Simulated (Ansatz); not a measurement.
# Cu(111)/C(111) interface (72 atoms): geometry optimisation, part 2 of 2

How does Cu(111)/C(111) interface (72 atoms) relax, and what do bonds, charges and levels look like afterwards?

Ansatz 0.2.0; Kohn-Sham DFT, PBEsol, PAW (set soft_2), plane waves.

The cell: 18 Cu and 54 C. The host structure and its lattice constant were typed by rule, without a check against the phase diagram.

So far. Step 3 (Relaxation): The relaxation changed the energy by -83.9 meV/atom, and atoms moved by 0.40 Å r.m.s., 0.78 Å at most.

## 5. Single point at the relaxed geometry

One more single point at the end of the walk gives the fuller output and checks the residual forces.

Input file input.yaml:

```yaml
crystal:
  lattice:
    - [6.7181, 0.0, 0.0]
    - [-1.43961, 7.48043, 0.0]
    - [0.0, 0.0, 10.55683]
  atoms:
    - { symbol: Cu, position: [0.58104, 0.82011, 0.01912] }
    - { symbol: Cu, position: [0.37847, 0.45253, 0.21588] }
    - { symbol: Cu, position: [0.5811, 0.48681, 0.01908] }
    - { symbol: Cu, position: [0.37852, 0.11922, 0.21588] }
    [... 62 atom lines left out ...]
    - { symbol: C, position: [0.03283, 0.98116, 0.43959] }
    - { symbol: C, position: [0.14346, 0.166, 0.39867] }
    - { symbol: C, position: [0.92382, 0.1296, 0.63973] }
    - { symbol: C, position: [0.03463, 0.98142, 0.59557] }
    - { symbol: C, position: [0.14829, 0.16671, 0.83653] }
    - { symbol: C, position: [0.92556, 0.12993, 0.79555] }
kpoints:
  mp_grid: { grid: [2, 2, 1] }
hamiltonian:
  xc: pbesol
scf:
  occupations: { method: fermi_dirac, width: 0.025 }
output:
  forces: true
  stress: true
  populations: true
  dos:
    method: { smearing: { sigma: 0.1 } }
    de: 0.1
    projected:
      site_lists:
        C: [18, 19, 20, 21, 22, 23, 24, 25, 26, 27, 28, 29, 30, 31, 32, 33, 34, 35, 36, 37, 38, 39, 40, 41, 42, 43, 44, 45, 46, 47, 48, 49, 50, 51, 52, 53, 54, 55, 56, 57, 58, 59, 60, 61, 62, 63, 64, 65, 66, 67, 68, 69, 70, 71]
        Cu: [0, 1, 2, 3, 4, 5, 6, 7, 8, 9, 10, 11, 12, 13, 14, 15, 16, 17]
  eigenvalues: true
  write_density: true
  write_potential: true
  volumetric_format: npy
```

The run is started by

```
> ansatz run input.yaml --threads 4 --pin off --max-ram 8192MiB --backend cpu --events-out ev --progress --plain --runs-dir out
```

Numbers of over 12 decimals in the logs are rounded to 6 here.

The log of the run:

```text
[...]
Crystal: 72 atoms, lattice volume = 530.526 Å³
Basis set: ecut = 420 eV, 10357 PW (Γ), exchange–correlation on 90×108×144 points (8 copies of the dense FFT grid, shifted against one another)
Bands: 351, of which v1, the nominal top of the filled ones, is band 279 counted from 1 (278 counted from 0)
Symmetry: 1 space group operations
[...]
k-points: 4
[...]
SCF iter   1: F=—  HF=-131896.478539 eV  |F-HF|=—  |Δ(HF+E_count)|=         —  Δρ=2.01e-2  dr2=2.73e0  ethr=1.77e-3  ⟨swp⟩=6.0  Hψ=5404  notcnv=0  defer=33
[...]
SCF iter  10: F=-131896.024126 eV  HF=-131896.024126 eV  |F-HF|=8.53e-9  |Δ(HF+E_count)|=   4.40e-8  Δρ=1.31e-6  dr2=9.32e-9  ethr=1.33e-11  ⟨swp⟩=8.0  Hψ=7783  notcnv=0
SCF 1 converged in 10 iterations: F = -131896.024126 eV  dr2 = 9.32e-9
[...]
SCF converged after 10 iterations
Free energy (F): -131896.024126 eV
[...]
Internal energy: -131896.024125 eV  (E = F + TS)
E sigma→0 (E₀):  -131896.024125 eV
Entropy (-TS):   -0.000001 eV (-0.000 meV/atom)
Fermi energy:    14.670585 eV
[...]
--- Forces (eV/Å), atoms counted from 1 ---
  atom   1  Cu     0.00555636    -0.00187580    -0.02400555
  atom   2  Cu    -0.00093162    -0.00075076     0.02775636
  atom   3  Cu     0.00291361    -0.00307333    -0.02208591
  atom   4  Cu    -0.00175476    -0.00238237     0.02780874
  atom   5  Cu     0.00297889    -0.00353451    -0.02504774
  atom   6  Cu    -0.00124791    -0.00238817     0.02744865
  atom   7  Cu     0.00346242    -0.00356773    -0.02579737
  atom   8  Cu    -0.00029383    -0.00187673     0.02664820
  atom   9  Cu     0.00327974    -0.00342189    -0.02365985
  atom  10  Cu    -0.00294394    -0.00193626     0.02875438
  atom  11  Cu     0.00442050    -0.00218114    -0.02527819
  atom  12  Cu    -0.00245044    -0.00082737     0.02859657
  atom  13  Cu     0.00437942    -0.00337003    -0.02393315
  atom  14  Cu    -0.00060667    -0.00259082     0.02914944
[...]
atom  71  C     -0.00890830     0.01568975     0.00986331
  atom  72  C      0.00898652    -0.00863213     0.01681777
  max |Σ_I F_I| component: 4.84e-5 eV/Å
--- Stress (GPa, compression-positive) ---
      -11.885127      -0.271665      -2.752485
       -0.271666     -10.488666      -0.517450
       -2.752484      -0.517449      -6.357395
  P = ⅓ Tr σ = -9.5771 GPa (-95.771 kbar)
--- Band table (eV) ---
[...]
--- Löwdin populations: 72 sites ---
  site symbol       q [e]
     0     Cu     18.6136
     1     Cu     18.6141
     2     Cu     18.6135
[...]
71      C      3.9926
  spilling = 0.005831 (of n_electrons = 558.000000)
```

It took 35 s on 4 threads of Arm Neoverse V2, shared host; peak memory 3.4 GiB.

The run gave:

```yaml
free_energy: -131896.0241 eV
free_energy_per_atom: -1831.8892 eV/atom
scf_cycles: 10
pressure: -9.577 GPa
r_m_s_force_component: 0.0106 eV/Å
longest_force: 0.02927 eV/Å
fermi_energy: 14.67 eV
spacing_of_highest_filled_and_lowest_empty_level: 0.7133 eV
spilling_of_the_projection: 0.005831
```

Löwdin charges by element (they lack the spilled electrons, 0.045 e an atom on average):

| element | coordination | atoms | mean charge (e) | spread | least | most |
| --- | --- | --- | --- | --- | --- | --- |
| C | all | 54 | -0.0685 | 0.121 | -0.239 | 0.0261 |
| Cu | all | 18 | 0.386 | 3.0e-4 | 0.386 | 0.387 |

By region:

| region | atoms | mean length of the force (eV/Å) |
| --- | --- | --- |
| Cu | 18 | 0.027 |
| C | 54 | 0.013 |

Density of states as counts of states in windows of 1 eV (from the Fermi level), total and the larger projections:

```csv
from (eV),to (eV),total,Cu d,C p,Cu s,C s
-14,-13,6.4,0.0,3.6,0.0,2.7
-13,-12,11.1,0.1,7.2,0.0,3.8
-12,-11,12.1,0.1,8.3,0.2,3.5
-11,-10,9.6,0.1,6.5,0.1,2.9
-10,-9,11.0,0.1,8.7,0.3,1.8
-9,-8,16.7,0.2,13.0,1.5,1.9
-8,-7,18.8,0.4,15.7,1.0,1.6
-7,-6,25.7,1.3,20.6,2.0,1.7
-6,-5,25.5,4.5,17.1,2.8,0.9
-5,-4,44.7,24.5,16.5,2.6,0.7
-4,-3,63.3,47.5,13.0,1.4,0.6
-3,-2,72.1,62.8,7.5,1.1,0.4
-2,-1,34.4,27.5,4.6,1.5,0.4
-1,0,13.8,6.1,5.6,0.6,0.7
0,1,11.4,1.6,6.4,1.2,0.9
1,2,4.4,0.6,0.9,1.4,0.2
2,3,3.8,0.4,0.4,1.4,0.1
3,4,14.4,0.8,4.0,4.9,1.2
4,5,8.2,0.2,2.9,1.0,1.8
```

Between -26 and -14 eV lie 49 more states.

The stored curve holds about 414 of the 558 electrons; the rest, give or take the few that broadening carries across the Fermi level, lie in deeper levels below its range.

The levels nearest the highest filled one (over half full), pooled over k-points and spins:

| level less the highest filled one (eV) | occupation |
| --- | --- |
| -0.150 | 2 |
| -0.15 | 2 |
| -0.108 | 2 |
| -0.108 | 2 |
| -1.0e-4 | 2 |
| 0 | 2 |
| 0.713 | 0 |
| 0.714 | 0 |
| 0.738 | 0 |
| 0.738 | 0 |
| 0.863 | 0 |
| 0.863 | 0 |

Planar average of the electrostatic potential energy along the normal, with the Fermi level as zero, after a running mean with a triangular window 4 Å wide at its base:

```csv
height (Å),potential energy (eV)
0.0,-9.08
0.3,-9.04
0.6,-9.06
0.9,-9.08
1.2,-9.09
1.5,-9.09
1.8,-9.07
2.1,-9.04
2.3,-9.03
2.6,-9.12
2.9,-9.30
3.2,-9.56
3.5,-9.86
3.8,-10.21
4.1,-10.58
4.4,-10.92
4.7,-11.15
5.0,-11.30
5.4,-11.44
5.7,-11.49
6.0,-11.52
6.3,-11.52
6.6,-11.52
6.9,-11.53
7.2,-11.52
7.5,-11.48
7.8,-11.41
8.1,-11.31
8.4,-11.16
8.7,-10.92
8.9,-10.59
9.2,-10.21
9.5,-9.87
9.8,-9.57
10.1,-9.31
10.4,-9.13
```

Valence density in the cb plane at fractional x = 0.033, with atoms of Cu and C within 0.2 Å of it. It is the smooth field of the valence electrons, not physical close to the nuclei.

Values in e/Å³, 11 rows by 16 columns, each cell a mean:
```
 0  0  2 19  4  0  1  1  1  2  1  0  0  0  0  0
 0  0  2 20  4  0  1  1  0  1  1  0  1  1  0  0
 1  0  0  1  0  0  1  1  0  1  1  0  1  1  0  0
 1  0  0  2  1  0  1  2  1  2  1  0  0  0  0  0
 0  0  2 31  6  0  1  1  1  1  1  0  0  0  0  0
 0  0  1  8  2  0  1  0  0  1  1  0  1  1  0  0
 1  0  0  0  0  0  1  1  1  1  1  0  0  1  0  0
 0  0  1  7  2  0  1  2  1  2  1  0  0  0  0  0
 0  0  2 31  6  0  1  1  0  1  1  0  1  1  0  0
 1  0  0  2  1  0  1  1  0  1  1  0  1  1  0  0
 1  0  0  0  0  0  1  1  1  1  1  0  0  0  0  0
```
Columns run along c (10.6 Å), rows up along b (7.6 Å). Atoms in or near the plane, at fractional coordinates: Cu at (0.22, 0.56), Cu at (0.22, 0.23), Cu at (0.22, 0.90), C at (0.44, 0.31), C at (0.60, 0.31), C at (0.44, 0.65), C at (0.60, 0.65), C at (0.44, 0.98), C at (0.60, 0.98).

Electrostatic potential energy in the cb plane at fractional x = 0.033, with atoms of Cu and C within 0.2 Å of it. With pseudopotentials it is smooth inside the atoms' cores, unlike the true potential.

Ten even steps from '0' (-46 eV) to '9' (16 eV), each cell a mean:
```
999984236997101750038999999999
999962014898536884479999999999
999962014898889998889998889999
999985347998889999888998779999
779998889998889999888998889998
678999999998757886579999999998
789998789997202760048999999998
999984236997101750038999999999
999962014898536884479999999999
999962014898889998889998889999
999985347998889999888998779999
779998889998889999888998889998
678999999998757886579999999998
789998789997202760048999999998
999984236997101750038999999999
999962014898536884479999999999
999962014898889998889998889999
999985347998889999888998779999
779998889998889999888998889998
678999999998757886579999999998
789998789997202760048999999998
```
Columns run along c (10.6 Å; values clipped at the 3rd and 97th percentile), rows up along b (7.6 Å). Atoms in or near the plane, at fractional coordinates: Cu at (0.22, 0.56), Cu at (0.22, 0.23), Cu at (0.22, 0.90), C at (0.44, 0.31), C at (0.60, 0.31), C at (0.44, 0.65), C at (0.60, 0.65), C at (0.44, 0.98), C at (0.60, 0.98).

Mean Löwdin charges: C -0.07, Cu +0.39 e (they miss 0.58 % of the electrons, so they add up to more than the cell's charge). Charges this small depend on the projection, at times even in sign. The largest share in the top eV of filled states is Cu d (50 % of the projected weight), and in the lowest eV of empty states C p (57 % of the projected weight).

The surroundings of C35, whose charge lies farthest from its element's mean, nearest first, numbered as they follow in the input and with coordinates relative to it.

| atom | x | y | z | distance (Å) | Löwdin charge (e) |
| --- | --- | --- | --- | --- | --- |
| C35 | 0.00 | 0.00 | 0.00 | 0.00 | -0.24 |
| C24 | 0.96 | -1.11 | -0.43 | 1.52 | 0.01 |
| C30 | 0.48 | 1.39 | -0.43 | 1.53 | 0.01 |
| C36 | -1.44 | -0.28 | -0.43 | 1.53 | 0.01 |
| Cu1 | 0.53 | 0.73 | 1.93 | 2.13 | 0.39 |
| C21 | 0.94 | -1.11 | -2.08 | 2.54 | 0.03 |
| C59 | -2.40 | 0.83 | 0.00 | 2.54 | -0.24 |
| C29 | 1.92 | 1.66 | 0.00 | 2.54 | -0.24 |
| C41 | -1.92 | -1.66 | 0.00 | 2.54 | -0.24 |
| C53 | -0.48 | 2.49 | 0.00 | 2.54 | -0.24 |
| C23 | 2.40 | -0.83 | 0.00 | 2.54 | -0.24 |
| C65 | 0.48 | -2.49 | 0.00 | 2.54 | -0.24 |
| C27 | 0.46 | 1.38 | -2.08 | 2.54 | 0.03 |
| C33 | -1.45 | -0.28 | -2.08 | 2.55 | 0.03 |
| Cu9 | -1.39 | -0.93 | 1.93 | 2.55 | 0.39 |

## 6. Results

- energy change in the relaxation: -83.88 meV/atom
- r.m.s. displacement: 0.404 Å
- largest displacement: 0.779 Å
- free energy per atom: -1831.8892 eV/atom
- density: 5.61 g/cm³
- pressure: -9.577 GPa
- r.m.s. force component: 0.0106 eV/Å
- gap (highest filled to lowest empty level): 0.7133 eV
- wall time of the 3 DFT runs: 4.1 min

**Reading.** Relaxation lowers the energy by 83.9 meV/atom and moves atoms by 0.40 Å r.m.s.; the r.m.s. force component goes from 1.1 to 0.011 eV/Å, the pressure goes from -5.7 to -9.6 GPa. First to last step the energy falls by 6.039 eV; the largest move, 0.78 Å, is that of Cu13, with 3 other atoms within 2 % of it. Between filled and empty levels lie 0.713 eV on the run's k-points; the mesh holds the band edges only if they fold onto it, so the gap at this level can be narrower or closed, while semilocal functionals tend to narrow gaps against experiment.

What to keep in mind: The stress is far from hydrostatic: its diagonal is -11.9, -10.5, -6.4 GPa, compression counted positive. The pressure of -9.6 GPa says that the cell would shrink at this level of theory.

[Logs are printed without paths, hosts, clocks, repeated set-up lines and the standing remarks that a program may print on its own settings, such as how far it seeks lower states.]

[Hosts, paths, dates, database ids (printed as entryN), source tags and the programs' standing remarks are cut or masked in the printed files.]
